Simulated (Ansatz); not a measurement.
# Lu (P6_3/mmc): coupling and resistivity by level of theory, part 5 of 5

Each step names its level of theory.

So far, coupling constant λ: step 4 (resistivity: LDA at its own relaxed cell) 0.516; step 6 (resistivity: PBEsol at its own relaxed cell) 0.474; step 7 (resistivity: the database cell, unrelaxed, PBE) 0.484; step 9 (electron–phonon run: PseudoDojo files, PBE PseudoDojo norm-conserving) 0.457; step 10 (resistivity: finite displacements, PBE) 0.458. Also resistivity at 300 K (μΩ cm): step 4 32.6; step 6 34.8; step 7 45.3; step 9 39.6; step 10 39.6.

### Step 12. Resistivity: r2SCAN at its own relaxed cell

Level of this step: DFT r2SCAN, scalar-relativistic, plane waves, PAW (Ansatz).

The functional sets the lattice constant, the bands and the force constants.

Contents of input.yaml:

```yaml
crystal:
  lattice:
    - [3.5010295204, 0.0, 0.0]
    - [-1.7505147602, 3.0319805041, 0.0]
    - [0.0, 0.0, 5.4589806088]
  atoms:
    - { symbol: Lu, position: [0.3333333333, 0.6666666667, 0.25] }
    - { symbol: Lu, position: [0.6666666667, 0.3333333333, 0.75] }
kpoints:
  mp_grid: { grid: [9, 9, 4] }
hamiltonian:
  xc: r2scan
scf:
  occupations: { method: methfessel_paxton, width: 0.2 }
output:
  eigenvalues: true
phonons:
  method: dfpt
  qmesh: [3, 3, 1]
  temperatures: { t_max: 1000, t_step: 50 }
  qpath:
    path:
      - [[0.0, 0.0, 0.0], [0.5, 0.0, 0.0], [0.33333333, 0.33333333, 0.0], [0.0, 0.0, 0.0], [0.0, 0.0, 0.5], [0.5, 0.0, 0.5], [0.33333333, 0.33333333, 0.5], [0.0, 0.0, 0.5]]
      - [[0.5, 0.0, 0.5], [0.5, 0.0, 0.0]]
      - [[0.33333333, 0.33333333, 0.5], [0.33333333, 0.33333333, 0.0]]
    npoints: 10
  electrical_resistivity:
    mesh: [12, 12, 8]
    temperatures: [20.0, 50.0, 80.0, 100.0, 150.0, 200.0, 273.0, 300.0, 400.0, 500.0, 600.0, 800.0]
  superconductivity: { mesh: [12, 12, 8], eliashberg_equations: false }
```

Launch:

```sh
$ ansatz run input.yaml --threads 4 --pin off --max-ram 10240MiB --backend cpu --events-out ev --progress --plain --runs-dir out
```

Numbers of over 12 decimals in the logs are rounded to 6 here.

Log:

```text
band count auto-derived: 31, from the close of a first SCF at 30 (N_el = 50.0; filled up to band 25; 30 by the electrons, moments and atoms)
[...]
Crystal: 2 atoms, lattice volume = 57.947 Å³
Basis set: ecut = 500 eV, 1459 PW (Γ), exchange–correlation on 135×135×200 points (125 copies of the dense FFT grid, shifted against one another)
Bands: 30, of which v1, the nominal top of the filled ones, is band 25 counted from 1 (24 counted from 0)
Symmetry: 24 space group operations
k-points: 95 of 324 (irreducible under 2 space group operations, time reversal used)
[...]
SCF iter   1: F=—  HF=-29487.417315 eV  |F-HF|=—  |Δ(HF+E_count)|=         —  Δρ=9.20e-3  dr2=3.00e-2  dr2_τ=2.08e-2  ethr=1.77e-3  ⟨swp⟩=4.9  Hψ=10728  notcnv=0
[...]
SCF iter   7: F=-29487.406738 eV  HF=-29487.406738 eV  |F-HF|=3.77e-8  |Δ(HF+E_count)|=   2.77e-6  S|Δr|=    0.00e0  Δρ=9.29e-6  dr2=3.19e-8  dr2_τ=3.78e-9  ethr=2.00e-10  ⟨swp⟩=4.9  Hψ=15462  notcnv=0
SCF 1, on 30 bands, converged in 7 iterations: F = -29487.406738 eV; the run's SCF on all bands comes behind
[...]
Bands: 31, of which v1, the nominal top of the filled ones, is band 25 counted from 1 (24 counted from 0)
[...]
SCF iter   7: F=-29487.406738 eV  HF=-29487.406738 eV  |F-HF|=1.82e-11  |Δ(HF+E_count)|=  1.09e-11  S|Δr|=    0.00e0  Δρ=8.85e-8  dr2=3.17e-12  dr2_τ=2.73e-13  ethr=1.00e-12  ⟨swp⟩=6.0  Hψ=15306  notcnv=0
SCF 2 converged in 7 iterations: F = -29487.406738 eV  dr2 = 3.17e-12
DFPT response loops at Γ: preconditioner auto → Kerker (q_TF=auto, 2.662 Å⁻¹) (partly filled bands, converged f_vac=0.000); β = 1.00, the filter's whole step (`scf.mixing.beta` (0.50) is not read by the response loops under this deck's `scf.mixing.preconditioner`; to damp them name `kerker` or `kerker_dos`, under which they read `scf.mixing.beta`, and type it under 1.00, their step now; both keys bind the ground state too); Broyden in place of MSR1
[...]
k-points: 36 of 324
SCF iter   1: F=—  HF=-29487.417298 eV  |F-HF|=—  |Δ(HF+E_count)|=         —  Δρ=9.20e-3  dr2=3.00e-2  dr2_τ=2.08e-2  ethr=1.77e-3  ⟨swp⟩=4.9  Hψ=4058  notcnv=0
[...]
SCF iter   7: F=-29487.406738 eV  HF=-29487.406738 eV  |F-HF|=4.09e-8  |Δ(HF+E_count)|=   2.77e-6  S|Δr|=    0.00e0  Δρ=9.33e-6  dr2=3.22e-8  dr2_τ=3.84e-9  ethr=2.00e-10  ⟨swp⟩=2.9  Hψ=4846  notcnv=0
SCF 3, on 30 bands, converged in 7 iterations: F = -29487.406738 eV; the run's SCF on all bands comes behind
[...]
SCF iter   7: F=-29487.406738 eV  HF=-29487.406738 eV  |F-HF|=7.28e-12  |Δ(HF+E_count)|=    0.00e0  S|Δr|=    0.00e0  Δρ=8.94e-8  dr2=3.21e-12  dr2_τ=3.03e-13  ethr=1.00e-12  ⟨swp⟩=3.1  Hψ=2793  notcnv=0
SCF 4 converged in 7 iterations: F = -29487.406738 eV  dr2 = 3.21e-12
[...]
SCF converged after 14 iterations (7 of them on 30 bands)
[...]
Free energy (F): -29487.406738 eV
[...]
Internal energy: -29487.411653 eV  (E = F + TS)
E sigma→0 (E₀):  -29487.407967 eV
Entropy (-TS):   0.004915 eV (2.458 meV/atom)
Fermi energy:    13.708989 eV
Step filling:    the computed levels leave a gap of 0.0000 eV = 0.0 smearing widths at the electron count; against every level under it full and every level over it empty, smearing changes F+E_penalty+E_count by +1.315 meV and its σ→0 estimate by +0.086 meV
[...]
--- Band table (eV; the first three rows and the last of 95) ---
  k-point 0: bands = [... 21 lower, 8.8468, 8.8512, 11.3072, 14.2756, 16.1624, 16.1624, 16.6563, 16.9681, ... 2 higher]
  k-point 1: bands = [... 21 lower, 8.8475, 8.8506, 10.6528, 14.3566, 15.9860, 15.9860, 16.1403, 16.5799, ... 2 higher]
  k-point 2: bands = [... 21 lower, 8.8490, 9.1668, 9.1668, 15.0822, 15.0822, 16.0735, 16.0735, 16.0735, ... 2 higher]
  k-point 94: bands = [... 21 lower, 8.8237, 11.5861, 11.5861, 13.9205, 13.9205, 14.8404, 14.8404, 17.0635, ... 2 higher]
--- Phonons (Γ-DFPT): 2 representative perturbations + reference, on 95 of 324 k-points (Σ response iterations 23) ---
  k mesh reduced under 2 symmetry operations, with k and −k counted as one. Each operation leaves every solved perturbation unchanged. A smaller set is not considered because the functional reads the kinetic-energy density
  ASR residual: 8.307e-5 → 0.000e0 eV/Å²; symmetrization residual: 2.503e-8 eV/Å²
  ASR residual per site (eV/Å²): 8.31e-5 8.31e-5
  Γ frequencies (cm⁻¹): 0.00 0.00 0.00 75.80 75.80 127.98
--- Phonons (arbitrary-q DFPT): 3 irreducible q on the 3×3×1 mesh ---
[...]
interpolated dispersion: 93 rows × 6 modes
[...]
--- Electrical resistivity: potentials and phonons of a 3×3×1 supercell ---
[...]
at the Fermi level of each mesh (of a tensor a third of its trace):
[...]
12×12×8                     1.5904              4.0543    0.4935    0.5504          10.359
          6×6×4                     1.3081              3.4529    0.4131    0.5009          10.602
  resistivity on the deck's mesh, µΩ·cm:
[...]
20.00     1.6122e-1              no     1.9832e-1     1.9832e-1     8.7023e-2       2.8215e-1         2.0769e-1
     50.00      3.9830e0              no      4.9317e0      4.9317e0      2.0856e0        4.7066e0          3.9394e0
     80.00      9.6221e0              no      1.1924e1      1.1924e1      5.0185e0        1.0327e1          9.0970e0
    100.00      1.3206e1              no      1.6370e1      1.6370e1      6.8802e0        1.3962e1          1.2391e1
    150.00      2.1677e1              no      2.6874e1      2.6874e1      1.1283e1        2.2730e1          2.0225e1
    200.00      2.9846e1              no      3.6995e1      3.6995e1      1.5547e1        3.1299e1          2.7808e1
    273.00      4.1632e1              no      5.1570e1      5.1570e1      2.1756e1        4.3781e1          3.8773e1
    300.00      4.5987e1              no      5.6944e1      5.6944e1      2.4072e1        4.8422e1          4.2829e1
    400.00      6.2159e1              no      7.6838e1      7.6838e1      3.2802e1        6.5770e1          5.7892e1
    500.00      7.8383e1              no      9.6685e1      9.6685e1      4.1779e1        8.3304e1          7.2980e1
    600.00      9.4582e1              no      1.1638e2      1.1638e2      5.0985e1        1.0091e2          8.7992e1
    800.00      1.2668e2              no      1.5503e2      1.5503e2      6.9977e1        1.3604e2          1.1754e2
[...]
vibrations of 9 cells: unjudged by the run; compare a larger repeat
[...]
--- Superconductivity: potentials and phonons of a 3×3×1 supercell ---
[...]
mesh         λ    ħω_log (meV)  μ* declared at (meV)
        12×12×8    0.4935          10.359               11.037
          6×6×4    0.4131          10.602               11.164
  λ by the species' shares of the modes' patterns: Lu 0.4935
[...]
0.08      1.849         1.889             -             -             -             -              -
      0.10      1.387         1.414             -             -             -             -              -
      0.12      0.995         1.013             -             -             -             -              -
      0.13      0.826         0.841             -             -             -             -              -
      0.14      0.675         0.687             -             -             -             -              -
      0.16      0.427         0.433             -             -             -             -              -
      0.20      0.125         0.127             -             -             -             -              -
[...]
vibrations of 9 cells: unjudged by the run; compare a larger repeat
[...]
```

Wall time 5.5 min (4 threads of Intel Xeon Platinum 8488C (Sapphire Rapids), shared host); peak memory 1.9 GiB; 20 min of CPU time.

Numbers from this step:

```yaml
zero_point_energy: 0.03342 eV/cell
highest_frequency_solved_or_plainly_interpolated: 128 cm⁻¹
debye_temperature_second_moment: 171 K
resistivity_at_300_k: 45.99 μΩ cm, mean of the axes
coupling_constant_lambda: 0.4935
density_of_states_at_the_fermi_level: 1.59 states/eV a spin and cell
log_mean_phonon_energy_omega_log: 10.36 meV
transport_coupling_constant_lambda_tr: 0.5383, 0.5383, 0.5747 (xx, yy, zz)
drude_plasma_energy: 3.297, 3.297, 5.25 eV (xx, yy, zz)
resistivity_times_mean_free_path: 15.89, 15.89, 6.072 × 10⁻¹⁶ Ω m² (xx, yy, zz)
second_moment_phonon_energy_omega: 11.04 meV
coupling_lambda_by_branch: 0.0917, 0.102, 0.0736, 0.0884, 0.0751, 0.0623 (branches by rank of frequency)
```

Phonon-limited, linearised Boltzmann equation on a 12x12x8 mesh. Table of resistivity by temperature; values in μΩ cm:

```csv
temperature (K),along x,along z
20,0.198,0.0870
50,4.93,2.09
80,11.9,5.02
100,16.4,6.88
150,26.9,11.3
200,37,15.6
273,51.6,21.8
300,56.9,24.1
400,76.8,32.8
500,96.7,41.8
600,116,51.0
800,155,70.0
```

By its own test the run is not converged in the mesh. λ = 0.493 and 46.0 μΩ cm at 300 K, against 0.516 and 32.6 in the run with LDA at its own relaxed cell (-4.5 % and +41.0 %). The run's own test puts 53 % between its two finest meshes on the component of the resistivity at 300 K that moves most, more than that change; on the next coarser mesh the mean ρ changes by +17.3 % between the two runs, against +41.0 % on the finest. By the run's own test λ moves by 16 % between its two finest scattering meshes.

### Step 13. All runs side by side

Series, by row:

```csv
run,change,level of theory,method,q mesh or supercell,k mesh,scattering mesh,smearing,volume (Å³/atom),N(E_F) (states/eV/spin),lambda,omega_log (meV),rho 300 K (μΩ cm),core-minutes,wall (s)
lda,LDA at its own relaxed cell,"LDA, scalar-relativistic, PAW",dfpt,3x3x1,9x9x4,12x12x8,methfessel_paxton 0.2,25.98,1.417,0.5165,10.89,32.61,4,65
pbesol,PBEsol at its own relaxed cell,"PBEsol, scalar-relativistic, PAW",dfpt,3x3x1,9x9x4,12x12x8,methfessel_paxton 0.2,27.45,1.529,0.4742,10.75,34.78,4.1,67
start,"the database cell, unrelaxed","PBE, scalar-relativistic, PAW",dfpt,3x3x1,9x9x4,12x12x8,methfessel_paxton 0.2,29.5,1.765,0.4839,9.889,45.26,4.5,73
nc,PseudoDojo files,"PBE, scalar-relativistic, PseudoDojo norm-conserving pseudopotentials",dfpt,3x3x1,9x9x4,12x12x8,methfessel_paxton 0.2,29.03,1.666,0.4572,10.3,39.58,27,420
fd,finite displacements,"PBE, scalar-relativistic, PAW",fd,3x3x1,9x9x4,12x12x8,methfessel_paxton 0.2,29.06,1.666,0.458,10.3,39.59,8.8,140
r2scan,r2SCAN at its own relaxed cell,"r2SCAN, scalar-relativistic, PAW",dfpt,3x3x1,9x9x4,12x12x8,methfessel_paxton 0.2,28.97,1.59,0.4935,10.36,45.99,20,330
```

### Step 14. Summary of results

```yaml
run: LDA, q 3×3×1, k 9×9×4, scattering 12×12×8 (LDA at its own relaxed cell)
coupling_constant_lambda: 0.516
log_mean_phonon_energy_omega_log: 10.9 meV
states_at_the_fermi_level: 1.42 states/eV/spin/cell
resistivity_at_300_k: 38.2, 38.2, 21.5 μΩ cm (xx, yy, zz)
drude_plasma_energy: 4.06, 4.06, 5.56 eV (xx, yy, zz)
resistivity_times_mean_free_path: 12.3, 12.3, 6.13 × 10⁻¹⁶ Ω m² (xx, yy, zz)
change_between_its_two_finest_scattering_meshes: λ 2 %, resistivity at 300 K 43 %
time_of_that_run: 65 s
```

**Reading.** Over the 6 runs that ended, ρ(300 K) of Lu (P6_3/mmc) spans 32.6 to 46.0 μΩ cm and λ 0.457 to 0.516; the run with LDA at its own relaxed cell lies farthest from the median resistivity of 39.6 (-18 %). The coupling is moderate (λ = 0.52 in the run with LDA at its own relaxed cell), so phonons raise the electrons' mass at the Fermi surface by about 52 %. At 800 K the mean free path from ρℓ/ρ falls to about 1.0 nm in the direction where it is shortest, a few atomic spacings, where real metals begin to saturate below the Boltzmann values. Values of ρ(T) under 50 K rest on the softest modes, mostly interpolated ones, and are the least sure of the table. The high-temperature form ρ = 2π k_B T λ_tr/(ħ ε₀ ω_p²) gives 39.7 μΩ cm along x at 300 K, against 38.2 from the Boltzmann equation. Conduction is anisotropic: the resistivity differs by a factor of 1.8 between the axes. The three lowest branches give 53 % of λ. By the run's own test, which takes the component that moves most, the resistivity at 300 K moves by 43 % between its two finest scattering meshes, so it is not converged. In the run quoted no mode is imaginary at the wavevectors of the 3×3×1 mesh; wavevectors off that mesh are interpolated. The q mesh has a single point along one axis, so the branches along it come from the interpolation and are rough. Only scattering by harmonic phonons counts; impurities, grain boundaries and thermal expansion are left out.

Comparison with the measured values:

| quantity | measured | LDA at its own relaxed cell | PBEsol at its own relaxed cell | the database cell, unrelaxed | PseudoDojo files | finite displacements | r2SCAN at its own relaxed cell |
| --- | --- | --- | --- | --- | --- | --- | --- |
| resistivity at 295 K (computed: phonon part alone; the measured value holds the sample's residual resistivity) (μΩ cm) | 58.2 | 32.04 (-45.0 %) | 34.17 (-41.3 %) | 44.47 (-23.6 %) | 38.89 (-33.2 %) | 38.90 (-33.2 %) | 45.18 (-22.4 %) |

Measured values from CRC Press, section 12, read from Wikipedia's data page (2003).

**Verdict.** The resistivity at 295 K is off by -45.0 % at LDA at its own relaxed cell: a clear miss. Of the levels listed, nearest comes r2SCAN at its own relaxed cell (-22.4 %). Limits of convergence are named above.

[Logs are printed without paths, hosts, clocks, repeated set-up lines and the standing remarks that a program may print on its own settings, such as how far it seeks lower states.]

[Hosts, paths, dates, database ids (printed as entryN), source tags and the programs' standing remarks are cut or masked in the printed files.]
